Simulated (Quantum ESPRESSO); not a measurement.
# Magnetic state of MnPt3 from several starts

A self-consistent run ends on one state, which hangs on the start. Several orders of MnPt3 are started in Quantum ESPRESSO and their energies compared.

Main program and level: Quantum ESPRESSO 7.5; PBEsol; plane waves with GBRV 1.5 PBEsol potentials, no spin-orbit coupling.

Most raw output is cut from this account.

## Step 1: The structure

It takes space group Pm-3m (No. 221, cubic). The conventional cell has a = 3.900 Å, b = 3.900 Å, c = 3.900 Å, α = 90.00°, β = 90.00°, γ = 90.00°. Mn has 12 Pt at 2.76 Å nearest. Pt has 4 Mn at 2.76 Å and 8 Pt at 2.76 Å nearest. Farther neighbours are not listed.

The cell comes from the Crystallography Open Database.

## Step 2: Run 1 (ferro +)

The signs are those of the starting moments on the seeded atoms, the atoms that are given a moment.

File pw.in:

```
&CONTROL
  calculation = 'scf'
  prefix = 'pwscf'
  outdir = './tmp'
  pseudo_dir = './pseudo'
  disk_io = 'nowf'
/
&SYSTEM
  ibrav = 0
  nat = 4
  ntyp = 2
  ecutwfc = 40
  ecutrho = 280
  nbnd = 43
  occupations = 'smearing'
  smearing = 'fd'
  degauss = 0.00734986
  nspin = 2
  starting_magnetization(1) = 0.2333
  starting_magnetization(2) = 0
/
&ELECTRONS
  conv_thr = 8d-09
  electron_maxstep = 150
  mixing_beta = 0.3
/
ATOMIC_SPECIES
Mn     54.9380 mn_pbesol_v1.5.uspp.F.UPF
Pt    195.0840 pt_pbesol_v1.4.uspp.F.UPF
CELL_PARAMETERS angstrom
   3.9000000000    0.0000000000    0.0000000000
   0.0000000000    3.9000000000    0.0000000000
   0.0000000000    0.0000000000    3.9000000000
ATOMIC_POSITIONS crystal
Mn      0.0000000000    0.0000000000    0.0000000000
Pt      0.0000000000    0.5000000000    0.5000000000
Pt      0.5000000000    0.0000000000    0.5000000000
Pt      0.5000000000    0.5000000000    0.0000000000
K_POINTS automatic
6 6 6 0 0 0
```

Started as:

```sh
$ OMP_NUM_THREADS=1 mpirun -n 4 pw.x -nk 4 -in pw.in > pw.out
```

The job ended after 13 s (4 MPI ranks of Intel Xeon Platinum 8488C (Sapphire Rapids), shared host; peak memory 0.43 GiB).

Spin moment in the atom's sphere by atom:

| atom | spin moment in the atom's sphere (μB) |
| --- | --- |
| Mn1 | 3.74 |
| Pt2 | 0.13 |
| Pt3 | 0.13 |
| Pt4 | 0.13 |

Read from the output:

| Item | Value |
| --- | --- |
| smearing term TS | 0.1183 eV |
| magnetization | 4.177 μB |
| absolute magnetization | 4.386 μB |
| final state | ferromagnetic |

## Step 3: Run 2, typed as antiferro q=(0,1/2,1/2) +−

This order needs a doubled cell of 8 atoms. The wavevector q is in fractions of the reciprocal vectors of the crystal's primitive cell, as the cells of these inputs are built from it; moments change sign between cells as cos(2π q·R).

File pw.in:

```
&CONTROL
  calculation = 'scf'
  prefix = 'pwscf'
  outdir = './tmp'
  pseudo_dir = './pseudo'
  disk_io = 'nowf'
/
&SYSTEM
  ibrav = 0
  nat = 8
  ntyp = 3
  ecutwfc = 40
  ecutrho = 280
  nbnd = 78
  occupations = 'smearing'
  smearing = 'fd'
  degauss = 0.00734986
  nspin = 2
  starting_magnetization(1) = 0.2333
  starting_magnetization(2) = -0.2333
  starting_magnetization(3) = 0
/
&ELECTRONS
  conv_thr = 1.6d-08
  electron_maxstep = 150
  mixing_beta = 0.3
/
ATOMIC_SPECIES
Mn1    54.9380 mn_pbesol_v1.5.uspp.F.UPF
Mn2    54.9380 mn_pbesol_v1.5.uspp.F.UPF
Pt    195.0840 pt_pbesol_v1.4.uspp.F.UPF
CELL_PARAMETERS angstrom
   3.9000000000    0.0000000000    0.0000000000
   0.0000000000    7.8000000000    0.0000000000
   0.0000000000    3.9000000000    3.9000000000
ATOMIC_POSITIONS crystal
Mn1     0.0000000000    0.0000000000    0.0000000000
Mn2     0.0000000000    0.5000000000    0.0000000000
Pt      0.0000000000    0.0000000000    0.5000000000
Pt      0.0000000000    0.5000000000    0.5000000000
Pt      0.5000000000    0.7500000000    0.5000000000
Pt      0.5000000000    0.2500000000    0.5000000000
Pt      0.5000000000    0.2500000000    0.0000000000
Pt      0.5000000000    0.7500000000    0.0000000000
K_POINTS automatic
6 3 6 0 0 0
```

Elapsed: 78 s, on 4 MPI ranks; peak memory 0.79 GiB; 5.2 min of CPU time.

Spin moment in the atom's sphere by atom:

| atom | spin moment in the atom's sphere (μB) |
| --- | --- |
| Mn1 | 3.71 |
| Mn2 | -3.71 |
| Pt3 | 0.00 |
| Pt4 | 0.00 |
| Pt5 | 0.00 |
| Pt6 | 0.00 |
| Pt7 | 0.00 |
| Pt8 | 0.00 |

Read from the output:

* smearing term TS: 0.2688 eV
* magnetization: 0 μB
* absolute magnetization: 8.08 μB
* final state: antiferromagnetic

## Step 4: Run 3, typed as antiferro q=(0,0,1/2) +−

The cell is doubled to 8 atoms to hold this order.

File pw.in:

```
&CONTROL
  calculation = 'scf'
  prefix = 'pwscf'
  outdir = './tmp'
  pseudo_dir = './pseudo'
  disk_io = 'nowf'
/
&SYSTEM
  ibrav = 0
  nat = 8
  ntyp = 3
  ecutwfc = 40
  ecutrho = 280
  nbnd = 78
  occupations = 'smearing'
  smearing = 'fd'
  degauss = 0.00734986
  nspin = 2
  starting_magnetization(1) = 0.2333
  starting_magnetization(2) = -0.2333
  starting_magnetization(3) = 0
/
&ELECTRONS
  conv_thr = 1.6d-08
  electron_maxstep = 150
  mixing_beta = 0.3
/
ATOMIC_SPECIES
Mn1    54.9380 mn_pbesol_v1.5.uspp.F.UPF
Mn2    54.9380 mn_pbesol_v1.5.uspp.F.UPF
Pt    195.0840 pt_pbesol_v1.4.uspp.F.UPF
CELL_PARAMETERS angstrom
   3.9000000000    0.0000000000    0.0000000000
   0.0000000000    3.9000000000    0.0000000000
   0.0000000000    0.0000000000    7.8000000000
ATOMIC_POSITIONS crystal
Mn1     0.0000000000    0.0000000000    0.0000000000
Mn2     0.0000000000    0.0000000000    0.5000000000
Pt      0.0000000000    0.5000000000    0.2500000000
Pt      0.0000000000    0.5000000000    0.7500000000
Pt      0.5000000000    0.0000000000    0.2500000000
Pt      0.5000000000    0.0000000000    0.7500000000
Pt      0.5000000000    0.5000000000    0.0000000000
Pt      0.5000000000    0.5000000000    0.5000000000
K_POINTS automatic
6 6 3 0 0 0
```

The job ended after 60 s (4 MPI ranks; peak memory 0.73 GiB; 4 min of CPU time).

Spin moment in the atom's sphere by atom:

```csv
atom,spin moment in the atom's sphere (μB)
Mn1,3.73
Mn2,-3.73
Pt3,0.00
Pt4,0.00
Pt5,0.00
Pt6,0.00
Pt7,0.06
Pt8,-0.06
```

Numbers from this step:

```
smearing term TS       : 0.2773 eV
magnetization          : 0 μB
absolute magnetization : 8.217 μB
final state            : antiferromagnetic
```

## Step 5: Run 4 (no spin polarisation)

File pw.in:

```
&CONTROL
  calculation = 'scf'
  prefix = 'pwscf'
  outdir = './tmp'
  pseudo_dir = './pseudo'
  disk_io = 'nowf'
/
&SYSTEM
  ibrav = 0
  nat = 4
  ntyp = 2
  ecutwfc = 40
  ecutrho = 280
  nbnd = 41
  occupations = 'smearing'
  smearing = 'fd'
  degauss = 0.00734986
/
&ELECTRONS
  conv_thr = 8d-09
  electron_maxstep = 150
  mixing_beta = 0.3
/
ATOMIC_SPECIES
Mn     54.9380 mn_pbesol_v1.5.uspp.F.UPF
Pt    195.0840 pt_pbesol_v1.4.uspp.F.UPF
CELL_PARAMETERS angstrom
   3.9000000000    0.0000000000    0.0000000000
   0.0000000000    3.9000000000    0.0000000000
   0.0000000000    0.0000000000    3.9000000000
ATOMIC_POSITIONS crystal
Mn      0.0000000000    0.0000000000    0.0000000000
Pt      0.0000000000    0.5000000000    0.5000000000
Pt      0.5000000000    0.0000000000    0.5000000000
Pt      0.5000000000    0.5000000000    0.0000000000
K_POINTS automatic
6 6 6 0 0 0
```

Run time: 7 s. Hardware: 4 MPI ranks; peak memory 0.37 GiB; 27 s of CPU time.

Numbers from this step:

```yaml
smearing_term_ts: 0.2784 eV
final_state: non-magnetic (no spin polarisation)
```

## Step 6: Ranking

An order is kept where moments of 0.15 μB or more survive with the typed signs; meshes match where a doubled cell samples the same k points as the first cell.

Orders:

| start | final state | typed order kept | energy over the lowest (meV a seeded atom) | largest site moment (μB) | net moment (μB a cell of the first run) | mesh matched | CPU time (s) |
| --- | --- | --- | --- | --- | --- | --- | --- |
| ferro + | ferromagnetic | yes | 0 | 3.743 | 4.177 | yes | 52.06 |
| antiferro q=(0,1/2,1/2) +- | antiferromagnetic | yes | 22.38 | 3.712 | 0 | yes | 312.7 |
| antiferro q=(0,0,1/2) +- | antiferromagnetic | yes | 21.42 | 3.725 | 0 | yes | 239.3 |
| no spin polarisation | non-magnetic | - | 1363 | 0 | 0 | yes | 27.13 |

## Step 7: A Heisenberg model

E = −Σ J e·e over ordered pairs of unit vectors, so each pair counts twice. As many shells are taken as there are differences of energy, so the couplings are solved for and no residual tests the model; further shells are folded in, and shells whose pairs keep their relative signs in all orders cancel and are not probed. Couplings from the energies:

| pair | distance (Å) | neighbours an atom | J (meV) |
| --- | --- | --- | --- |
| Mn-Mn | 3.9 | 6 | 0.2388 |
| Mn-Mn | 5.515 | 12 | 1.279 |

## Step 8: Results

```yaml
lowest_state_found: ferromagnetic (from ferro +)
largest_site_moment: 3.74 μB
next_state_with_moments: antiferromagnetic, 21.4 meV a seeded atom higher
state_without_moments: 1363 meV a seeded atom higher
j_of_the_weightiest_shell: 1.28 meV
```

Forming the moments gains more than four times the spread of the orders, as local moments do. The smearing terms TS of the orders run from 118 to 139 meV a seeded atom, so the differences would change at a smaller width: an order with a larger TS is lowered more by the smearing. The largest moment changes by 0.82 % between the kept orders, as for well localised moments. This is the lowest of 4 collinear or spinless starts, no proof of the ground state. Energies are free energies at an electronic temperature of 1160 K, which lowers moments and differences where the moments are itinerant.

[Logs and program files are shortened in this print: banners, set-up blocks, solver, clock and traceback lines can be left out without a mark of their own.]

[Logs are printed without paths, hosts, clocks, repeated set-up lines and the standing remarks that a program may print on its own settings, such as how far it seeks lower states.]

[Hosts, paths, dates, database ids (printed as entryN), source tags and the programs' standing remarks are cut or masked in the printed files.]

[Where a cell is said to come from a database of computed structures, the database is the Materials Project.]
